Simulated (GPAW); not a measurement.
# The basis that the transmission of a Na chain with one H atom in line needs

Wanted: the zero-bias transmission of a Na chain with one H atom in line on a ladder of levels, with run times.

Calculated with GPAW 26.7.0; GPAW LCAO, PAW setups; Landauer transmission from Green's functions with principal layers (ASE), zero bias.

**1. The starting structure**

The cell holds 13 atoms: 12 Na and 1 H. Cell: a = 9.000 Å, b = 9.000 Å, c = 39.891 Å, α = 90.0°, β = 90.0°, γ = 90.0°. Regions: left lead, 6 atoms (6 Na); channel, 1 atom (1 H); right lead, 6 atoms (6 Na). Vacuum lies along a and b. The structure is stacked along c, and the current runs across the ab planes.

**2. GPAW, dzp**

The script solves lead and junction separately, takes H and S in the orbital basis, and joins semi-infinite leads through their self-energies; the dzp basis is the working standard.

run.py

```python
import json
import numpy as np
from ase import Atoms
from ase.transport.calculators import TransportCalculator
from gpaw import GPAW, FermiDirac
from gpaw.lcao.tools import get_lcao_hamiltonian
from scipy.linalg import eigh

# The junction with lead layers at both ends, along the third cell vector
device = Atoms(
    ['Na', 'Na', 'Na', 'Na', 'Na', 'Na', 'H', 'Na', 'Na', 'Na', 'Na', 'Na', 'Na'],
    positions=[
        [4.50000, 4.50000, 1.65000],
        [4.50000, 4.50000, 4.95000],
        [4.50000, 4.50000, 8.25000],
        [4.50000, 4.50000, 11.55000],
        [4.50000, 4.50000, 14.85000],
        [4.50000, 4.50000, 18.15000],
        [4.50000, 4.50000, 19.94570],
        [4.50000, 4.50000, 21.74140],
        [4.50000, 4.50000, 25.04140],
        [4.50000, 4.50000, 28.34140],
        [4.50000, 4.50000, 31.64140],
        [4.50000, 4.50000, 34.94140],
        [4.50000, 4.50000, 38.24140]],
    cell=[[9.0, 0.0, 0.0], [0.0, 9.0, 0.0], [0.0, 0.0, 39.8914]],
    pbc=True)

# One principal layer of the lead: the first 4 atoms of the device
lead = Atoms(
    ['Na', 'Na', 'Na', 'Na'],
    positions=[
        [4.50000, 4.50000, 1.65000],
        [4.50000, 4.50000, 4.95000],
        [4.50000, 4.50000, 8.25000],
        [4.50000, 4.50000, 11.55000]],
    cell=[[9.0, 0.0, 0.0], [0.0, 9.0, 0.0], [0.0, 0.0, 13.2]],
    pbc=True)

settings = dict(mode='lcao', basis='dzp', xc='PBE', h=0.2,
                occupations=FermiDirac(0.1), maxiter=250,
                mixer=dict(beta=0.1, nmaxold=8, weight=100.0),
                convergence=dict(density=0.0001))
energies = np.arange(-2, 2 + 1e-9, 0.05)
eta = 0.0001
n1, n2 = 1, 1
# k and -k transmit alike, so half of the mesh across the current serves
mesh = [(i, j) for i in range(n1) for j in range(n2) if (i, j) <= (-i % n1, -j % n2)]
weights = np.array([1 if (i, j) == (-i % n1, -j % n2) else 2 for i, j in mesh]) / (n1 * n2)

# [... helper functions left out ...]
fermi_lead = ground_state(lead, (1, 1, 9), 'lead.txt')
fermi_device = ground_state(device, (1, 1, 2), 'device.txt')
# [... loop over the mesh left out, but for ...]
        # Shift the lead onto the potential of the device's first layer
        shift = ((H[:, 0, 0] - H0[:, 0, 0]) / S0[0, 0]).real.mean()
# [...]
kT = 8.617333e-5 * 300
bias = [0.1, 0.2, 0.5, 1.0, 1.5, 2.0]
# [... integrals and printing left out ...]
```

Started as:

```console
> OMP_NUM_THREADS=1 OPENBLAS_NUM_THREADS=1 python run.py
```

What it wrote:

```text
basis functions: device 209, principal layer 68
Fermi level: lead -2.4844 eV, device -2.4235 eV; lead shifted by 0.0029 eV
largest coupling past the next layer 4.16e-12 eV, largest misfit of the first layer 0.121 eV
  E-E_F (eV)   T (one spin)  [channel counts left out]
    -2.000    7.5952e-10
    -1.950    7.5675e-10
    -1.900    7.5382e-10
    -1.850    7.5073e-10
    -1.800    7.4744e-10
    -1.750    7.4392e-10
    -1.700    7.4013e-10
    -1.650    7.3600e-10
    -1.600    7.3146e-10
    -1.550    7.2640e-10
    -1.500    7.2069e-10
    -1.450    7.1411e-10
    -1.400    7.0635e-10
    -1.350    6.9696e-10
    -1.300    6.8519e-10
    -1.250    6.6985e-10
[...]
1.650    2.8756e-02
     1.700    2.4696e-02
     1.750    2.0722e-02
     1.800    1.5520e+00
     1.850    1.4276e+00
     1.900    1.4382e+00
     1.950    1.4451e+00
     2.000    1.4470e+00
conductance at 300 K: 0.13504 G0 a cell; thermopower 4.009 uV/K
current from the zero-bias T(E) at 0.1 V: 1.0446 uA
current from the zero-bias T(E) at 0.2 V: 2.079 uA
current from the zero-bias T(E) at 0.5 V: 5.0339 uA
current from the zero-bias T(E) at 1.0 V: 9.2693 uA
current from the zero-bias T(E) at 1.5 V: 13.079 uA
current from the zero-bias T(E) at 2.0 V: 15.352 uA
```

Wall time 76 s (1 thread of Arm Neoverse V2, shared host); peak memory 1.4 GiB.

Numbers from this step:

```
conductance                                    : 0.1350 G₀
thermopower                                    : 4.009 μV/K
largest coupling past the next principal layer : 4.16e-12 eV
largest misfit of the first principal layer    : 0.1206 eV
shift that aligns the lead                     : 0.002902 eV
basis functions of the junction                : 209
basis functions of a principal layer           : 68
transmission at the Fermi level (one spin)     : 0.1358
```

One spin. Transmission, zone mean against energy, zero at the Fermi level:

```csv
energy (eV),"transmission, zone mean"
-2.00,7.6e-10
-1.85,7.5e-10
-1.70,7.4e-10
-1.60,7.3e-10
-1.45,7.1e-10
-1.30,6.9e-10
-1.15,6.2e-10
-1.05,4.9e-10
-0.90,4.5e-9
-0.80,0.245
-0.75,0.128
-0.60,0.104
-0.50,0.108
-0.35,0.122
-0.20,0.137
-0.05,0.139
0.00,0.136
0.05,0.131
0.20,0.114
0.35,0.100
0.50,0.0910
0.60,0.0870
0.75,0.0823
0.90,0.0773
1.05,0.0707
1.15,0.0653
1.30,0.0558
1.45,0.0448
1.60,0.0328
1.70,0.0247
1.80,1.55
1.85,1.43
2.00,1.45
```

Not self-consistent under bias; the bias window is split evenly. Table of current through one cell, from the zero-bias transmission by bias:

```csv
bias (V),"current through one cell, from the zero-bias transmission (μA)"
0.100,1.04
0.200,2.08
0.500,5.03
1.000,9.27
1.500,13.1
2.000,15.4
```

Transmission of the three most open eigenchannels against energy, zero at the Fermi level:

```csv
energy (eV),channel 1,channel 2,channel 3
-2.00,5.6e-10,1.9e-10,0
-1.85,5.6e-10,1.9e-10,0
-1.70,5.5e-10,1.9e-10,0
-1.60,5.4e-10,1.9e-10,0
-1.45,5.3e-10,1.9e-10,0
-1.30,5.0e-10,1.8e-10,0
-1.15,4.3e-10,1.8e-10,0
-1.05,3.1e-10,1.8e-10,0
-0.90,4.3e-9,1.8e-10,0
-0.75,0.128,2.3e-10,1.7e-10
-0.60,0.104,3.6e-10,6.5e-11
-0.50,0.108,4.1e-10,9.8e-11
-0.35,0.122,4.5e-10,1.2e-10
-0.20,0.137,4.6e-10,1.2e-10
-0.05,0.139,4.6e-10,1.2e-10
0.00,0.136,4.6e-10,1.2e-10
0.05,0.131,4.6e-10,1.2e-10
0.20,0.114,4.5e-10,1.1e-10
0.35,0.100,4.4e-10,1.1e-10
0.50,0.0910,4.3e-10,9.9e-11
0.60,0.0870,4.2e-10,9.4e-11
0.75,0.0823,4.1e-10,8.5e-11
0.90,0.0773,4.0e-10,7.4e-11
1.05,0.0707,3.8e-10,6.3e-11
1.15,0.0653,3.8e-10,5.5e-11
1.30,0.0558,3.6e-10,4.2e-11
1.45,0.0448,3.5e-10,2.9e-11
1.60,0.0328,3.3e-10,1.6e-11
1.70,0.0247,3.3e-10,8.2e-12
1.85,0.707,0.707,0.0133
2.00,0.721,0.721,0.00458
```

Couplings past the next layer reach 4.2e-12 eV, small enough to drop; the matrix elements of the cell's first layer differ from the bulk lead's by up to 0.12 eV. That layer keeps its own values in the calculation, and only beyond it is the lead taken as perfect. The Fermi levels of lead and junction count from different zeros of potential, one for each periodic cell; with both set to zero, the small remaining shift is what aligns them. By hand: G = 0.1350 × 77.48 μS = 10.5 μS, a resistance of 95.6 kΩ; at 0.1 V a linear junction would pass 1.05 μA, and the integral over the bias window gives 1.04 μA. Mott's formula, S = -(π²/3)(k_B²T/e) d ln T/dE, has the prefactor 7.33 μV/K·eV at 300 K; T = 0.1390 at -0.05 eV and 0.1311 at 0.05 eV give a slope of -0.583 per eV and S = 4.27 μV/K, beside 4.01 μV/K from the thermal integral, which interpolates the same grid.

**3. Single-zeta polarised basis**

One radial function a shell plus polarisation makes the matrices smaller; the question is what that costs.

Edit run.py of step 2 so:

```diff
@@ -39,3 +39,3 @@
 
-settings = dict(mode='lcao', basis='dzp', xc='PBE', h=0.2,
+settings = dict(mode='lcao', basis='szp(dzp)', xc='PBE', h=0.2,
                 occupations=FermiDirac(0.1), maxiter=250,
```

What it wrote:

```text
basis functions: device 124, principal layer 40
Fermi level: lead -2.5061 eV, device -2.4360 eV; lead shifted by 0.0015 eV
largest coupling past the next layer 4.06e-12 eV, largest misfit of the first layer 0.121 eV
  E-E_F (eV)   T (one spin)  [channel counts left out]
    -2.000    3.5386e-09
    -1.950    3.5311e-09
    -1.900    3.5236e-09
    -1.850    3.5161e-09
    -1.800    3.5087e-09
    -1.750    3.5014e-09
    -1.700    3.4943e-09
    -1.650    3.4875e-09
    -1.600    3.4811e-09
    -1.550    3.4753e-09
    -1.500    3.4703e-09
    -1.450    3.4665e-09
    -1.400    3.4641e-09
    -1.350    3.4638e-09
    -1.300    3.4665e-09
    -1.250    3.4732e-09
[...]
1.650    7.7444e-02
     1.700    7.3071e-02
     1.750    6.8274e-02
     1.800    1.7068e+00
     1.850    1.4808e+00
     1.900    1.4402e+00
     1.950    1.4256e+00
     2.000    1.4201e+00
conductance at 300 K: 0.15544 G0 a cell; thermopower 3.384 uV/K
current from the zero-bias T(E) at 0.1 V: 1.2025 uA
current from the zero-bias T(E) at 0.2 V: 2.3942 uA
current from the zero-bias T(E) at 0.5 V: 5.8036 uA
current from the zero-bias T(E) at 1.0 V: 10.598 uA
current from the zero-bias T(E) at 1.5 V: 14.266 uA
current from the zero-bias T(E) at 2.0 V: 16.59 uA
```

The job ended after 55 s (1 thread; peak memory 1.4 GiB).

This step gave:

```
conductance                                    : 0.1554 G₀
thermopower                                    : 3.384 μV/K
largest coupling past the next principal layer : 4.06e-12 eV
largest misfit of the first principal layer    : 0.1215 eV
shift that aligns the lead                     : 0.001465 eV
basis functions of the junction                : 124
basis functions of a principal layer           : 40
transmission at the Fermi level (one spin)     : 0.1562
```

One spin. Transmission, zone mean against energy, zero at the Fermi level:

energy (eV), transmission, zone mean and a bar:
```
   -2.000       0.00 
   -1.800       0.00 
   -1.600       0.00 
   -1.400       0.00 
   -1.200       0.00 
   -1.000       0.00 
   -0.800       0.04 #
   -0.600       0.08 #
   -0.400       0.12 ##
   -0.200       0.16 ###
    0.000       0.16 ###
    0.200       0.14 ##
    0.400       0.12 ##
    0.600       0.11 ##
    0.800       0.11 ##
    1.000       0.11 ##
    1.200       0.10 ##
    1.400       0.09 ##
    1.600       0.08 #
    1.800       1.71 ##############################
    2.000       1.42 #########################
```

Not self-consistent under bias; the bias window is split evenly. Current through one cell, from the zero-bias transmission against bias:

```csv
bias (V),"current through one cell, from the zero-bias transmission (μA)"
0.100,1.20
0.200,2.39
0.500,5.80
1.000,10.6
1.500,14.3
2.000,16.6
```

The transmission of the three most open eigenchannels by energy, zero at the Fermi level:

```csv
energy (eV),channel 1,channel 2,channel 3
-2.00,3.5e-9,0,0
-1.90,3.5e-9,0,0
-1.80,3.5e-9,0,0
-1.70,3.5e-9,0,0
-1.55,3.5e-9,0,0
-1.45,3.5e-9,0,0
-1.35,3.5e-9,0,0
-1.25,3.5e-9,0,0
-1.15,3.5e-9,0,0
-1.05,3.6e-9,0,0
-0.90,4.0e-9,2.8e-12,0
-0.80,0.0398,6.1e-10,0
-0.70,0.0614,2.1e-9,0
-0.60,0.0848,2.4e-9,0
-0.50,0.103,2.5e-9,0
-0.40,0.122,2.6e-9,0
-0.25,0.149,2.6e-9,0
-0.15,0.159,2.6e-9,0
-0.05,0.159,2.5e-9,0
0.00,0.156,2.5e-9,0
0.05,0.152,2.5e-9,0
0.15,0.141,2.4e-9,0
0.25,0.130,2.4e-9,0
0.40,0.119,2.3e-9,0
0.50,0.114,2.2e-9,0
0.60,0.112,2.2e-9,0
0.70,0.111,2.1e-9,0
0.80,0.110,2.0e-9,0
0.90,0.109,1.9e-9,0
1.05,0.107,1.8e-9,0
1.15,0.104,1.7e-9,0
1.25,0.101,1.7e-9,0
1.35,0.0965,1.6e-9,0
1.45,0.0913,1.5e-9,0
1.55,0.0850,1.4e-9,0
1.70,0.0731,1.3e-9,1.2e-11
1.80,0.822,0.822,0.0630
1.90,0.695,0.695,0.0510
2.00,0.692,0.692,0.0369
```

The conductance, 0.155 G₀, lies 15 % above that of the dzp run.

**4. Minimal basis**

The minimal basis is the cheapest rung: no second zeta and no polarisation.

Edit run.py of step 3 so:

```diff
@@ -39,3 +39,3 @@
 
-settings = dict(mode='lcao', basis='szp(dzp)', xc='PBE', h=0.2,
+settings = dict(mode='lcao', basis='sz(dzp)', xc='PBE', h=0.2,
                 occupations=FermiDirac(0.1), maxiter=250,
```

What it wrote:

```text
basis functions: device 85, principal layer 28
Fermi level: lead -2.4845 eV, device -2.4149 eV; lead shifted by 0.0012 eV
largest coupling past the next layer 4.26e-12 eV, largest misfit of the first layer 0.126 eV
  E-E_F (eV)   T (one spin)  [channel counts left out]
    -2.000    2.0156e-12
    -1.950    1.9999e-12
    -1.900    1.9845e-12
[...]
1.950    1.3722e+00
     2.000    1.3609e+00
conductance at 300 K: 0.17346 G0 a cell; thermopower 4.284 uV/K
current from the zero-bias T(E) at 0.1 V: 1.342 uA
current from the zero-bias T(E) at 0.2 V: 2.6723 uA
current from the zero-bias T(E) at 0.5 V: 6.4848 uA
current from the zero-bias T(E) at 1.0 V: 11.89 uA
current from the zero-bias T(E) at 1.5 V: 16.166 uA
current from the zero-bias T(E) at 2.0 V: 18.865 uA
```

The job ended after 38 s (1 thread; peak memory 1.3 GiB).

This step gave:

```yaml
conductance: 0.1735 G₀
thermopower: 4.284 μV/K
largest_coupling_past_the_next_principal_layer: 4.26e-12 eV
largest_misfit_of_the_first_principal_layer: 0.1257 eV
shift_that_aligns_the_lead: 0.001241 eV
basis_functions_of_the_junction: 85
basis_functions_of_a_principal_layer: 28
transmission_at_the_fermi_level_one_spin: 0.1743
```

The conductance, 0.173 G₀, lies 28 % above that of the dzp run.

**5. revPBE in the dzp basis: xc = "revPBE"**

Back in the dzp basis, the functional changes from PBE to revPBE, to set the spread between functionals beside that between bases.

Edit run.py of step 4 so:

```diff
@@ -39,3 +39,3 @@
 
-settings = dict(mode='lcao', basis='sz(dzp)', xc='PBE', h=0.2,
+settings = dict(mode='lcao', basis='dzp', xc='revPBE', h=0.2,
                 occupations=FermiDirac(0.1), maxiter=250,
```

What it wrote:

```text
basis functions: device 209, principal layer 68
Fermi level: lead -2.3960 eV, device -2.3364 eV; lead shifted by 0.0026 eV
largest coupling past the next layer 5.77e-12 eV, largest misfit of the first layer 0.129 eV
  E-E_F (eV)   T (one spin)  [channel counts left out]
    -2.000    7.5693e-10
    -1.950    7.5404e-10
    -1.900    7.5100e-10
[...]
1.950    1.2983e+00
     2.000    1.3070e+00
conductance at 300 K: 0.11313 G0 a cell; thermopower 4.975 uV/K
current from the zero-bias T(E) at 0.1 V: 0.8753 uA
current from the zero-bias T(E) at 0.2 V: 1.7432 uA
current from the zero-bias T(E) at 0.5 V: 4.2359 uA
current from the zero-bias T(E) at 1.0 V: 7.8586 uA
current from the zero-bias T(E) at 1.5 V: 11.232 uA
current from the zero-bias T(E) at 2.0 V: 13.241 uA
```

The job ended after 66 s (1 thread; peak memory 1.4 GiB).

Numbers from this step:

```
conductance                                    : 0.1131 G₀
thermopower                                    : 4.975 μV/K
largest coupling past the next principal layer : 5.77e-12 eV
largest misfit of the first principal layer    : 0.1290 eV
shift that aligns the lead                     : 0.002639 eV
basis functions of the junction                : 209
basis functions of a principal layer           : 68
transmission at the Fermi level (one spin)     : 0.1137
```

The conductance, 0.113 G₀, lies 16 % below that of the dzp run.

**6. The ladder**

Times are for 1 thread of Arm Neoverse V2, shared host. The runs compared:

```csv
no.,run,conductance (G₀),time,memory (GiB)
1,dzp,0.1350,76 s,1.4
2,szp,0.1554,55 s,1.4
3,sz,0.1735,38 s,1.3
4,dzp revPBE,0.1131,66 s,1.4
```

**7. The levels side by side**

The curves are compared point by point over the common energies.

This step: comparison of transmission and cost over codes and levels (GPAW 26.7.0).

Ladder, by row:

```csv
step,code,T at the Fermi level (sum over the listed spins),conductance (G0),r.m.s. T(E) from the first,wall time (s),peak memory (GiB),threads
dzp,GPAW,0.1358,0.135,0,76.21,1.42,1
szp,GPAW,0.1562,0.1554,0.03932,54.93,1.36,1
sz,GPAW,0.1743,0.1735,0.04282,38.07,1.29,1
dzp-revPBE,GPAW,0.1137,0.1131,0.1584,66.03,1.43,1
```

Transmission, zone mean, sum over the listed spins against energy, zero at the Fermi level:

```csv
energy (eV),dzp,szp,sz,dzp-revPBE
-2.000,7.6e-10,3.5e-9,2.0e-12,7.6e-10
-1.800,7.5e-10,3.5e-9,2.0e-12,7.4e-10
-1.600,7.3e-10,3.5e-9,1.9e-12,7.3e-10
-1.400,7.1e-10,3.5e-9,1.9e-12,7.0e-10
-1.200,6.5e-10,3.5e-9,1.9e-12,6.4e-10
-1.000,3.6e-10,3.7e-9,1.9e-12,3.4e-10
-0.800,0.245,0.0398,0.0558,0.262
-0.600,0.104,0.0848,0.108,0.0956
-0.400,0.116,0.122,0.144,0.103
-0.200,0.137,0.155,0.178,0.118
0.000,0.136,0.156,0.174,0.114
0.200,0.114,0.135,0.147,0.0940
0.400,0.0965,0.119,0.128,0.0793
0.600,0.0870,0.112,0.120,0.0717
0.800,0.0808,0.110,0.119,0.0663
1.000,0.0731,0.108,0.118,0.0592
1.200,0.0623,0.103,0.115,0.0494
1.400,0.0486,0.0940,0.108,0.0372
1.600,0.0328,0.0814,0.0975,0.0234
1.750,0.0207,0.0683,0.0849,1.37
1.800,1.55,1.71,1.61,1.23
2.000,1.45,1.42,1.36,1.31
```

(Continued in part 2 of 2.)

[Logs are printed without paths, hosts, clocks, repeated set-up lines and the standing remarks that a program may print on its own settings, such as how far it seeks lower states.]

[Hosts, paths, dates, database ids (printed as entryN), source tags and the programs' standing remarks are cut or masked in the printed files.]
